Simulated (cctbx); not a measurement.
# Accept or mend?

Cell a = 4.9570 Å, b = 4.9570 Å, c = 11.6470 Å, α = 90.00°, β = 90.00°, γ = 90.00°; space group I4/mmm (no. 139). The compound is Ce2DySn2.

Simulated single-crystal data (cctbx): Mo Kα, λ = 0.71073 Å, to d = 0.84 Å, 50 % of the full sphere, strongest reflection 40000 counts, noise from counting, a 4 % proportional error and a noise floor of 15 counts (s.d.); no absorption.

An anisotropic refinement with weights 1/σ² prints:

```text
Rint 0.027, 94 unique reflections to 0.84 A
cycle     R1     wR2    GooF  max shift (A)
   1  0.0151  0.0450   1.892   0.00096
   2  0.0098  0.0219   0.920   0.00000
final R1 0.0098 wR2 0.0219 GooF 0.920  parameters 7  data/parameter 13.4
atom        x        y        z      Ueq    occ   su(xyz)  su(Uiso or U11)
Dy1    0.00000  0.00000  0.00000   0.0025  1.000  0.00000  0.0002
Ce1    0.50000  0.00000  0.25000   0.0022  1.000  0.00000  0.0002
Sn1    0.00000  0.00000  0.38402   0.0051  1.000  0.00005  0.0002
difference map: max 0.95 min -1.99 rms 0.20
Q1    0.0000  0.0000  0.1675    4    0.95  1.95 A from Dy1
Q2    0.0000  0.1874  0.0000    8    0.58  0.93 A from Dy1
Q3    0.0000  0.0000  0.3492    4    0.51  0.41 A from Sn1
Q4    0.0000  0.2856  0.0847   16    0.50  1.73 A from Dy1
Q5    0.0000  0.3740  0.2281   16    0.45  0.67 A from Ce1
Q6    0.0000  0.2145  0.1878   16    0.43  1.59 A from Ce1
```

**Question.** Can this result stand? If not, what is the likely fault?

It can stand. The set-up had a fault (anomalous dispersion left out), but the figures of merit move little: R1 = 0.0098, wR2 = 0.0219, GooF = 0.92 against R1 = 0.0093, wR2 = 0.0207, GooF = 0.87 for the right model.

The compound is Ce2DySn2. The right model at the same level gives:

```text
Rint 0.027, 94 unique reflections to 0.84 A
cycle     R1     wR2    GooF  max shift (A)
   1  0.0116  0.0303   1.273   0.00050
   2  0.0093  0.0207   0.871   0.00000
final R1 0.0093 wR2 0.0207 GooF 0.871  parameters 7  data/parameter 13.4
atom        x        y        z      Ueq    occ   su(xyz)  su(Uiso or U11)
Dy1    0.00000  0.00000  0.00000   0.0026  1.000  0.00000  0.0002
Ce1    0.50000  0.00000  0.25000   0.0022  1.000  0.00000  0.0002
Sn1    0.00000  0.00000  0.38398   0.0042  1.000  0.00004  0.0002
difference map: max 0.78 min -1.86 rms 0.20
Q1    0.0000  0.0000  0.1674    4    0.79  1.95 A from Dy1
Q2    0.0000  0.0000  0.3526    4    0.74  0.37 A from Sn1
Q3    0.0000  0.2906  0.0845   16    0.53  1.74 A from Dy1
Q4    0.0000  0.1691  0.0000    8    0.49  0.84 A from Dy1
Q5    0.1401  0.1401  0.3274   16    0.46  1.18 A from Sn1
Q6    0.0000  0.2692  0.4085   16    0.40  1.36 A from Sn1
```

Isotropic U is held between 0.0001 and 1 Å² by the program, and listed peak heights are interpolated, so they can pass the grid's maximum.

This is a model crystal, built by substitution and not relaxed, with assumed displacement parameters.

[Middle refinement cycles are left out of these outputs.]

[Logs are printed without paths, hosts, clocks, repeated set-up lines and the standing remarks that a program may print on its own settings, such as how far it seeks lower states.]
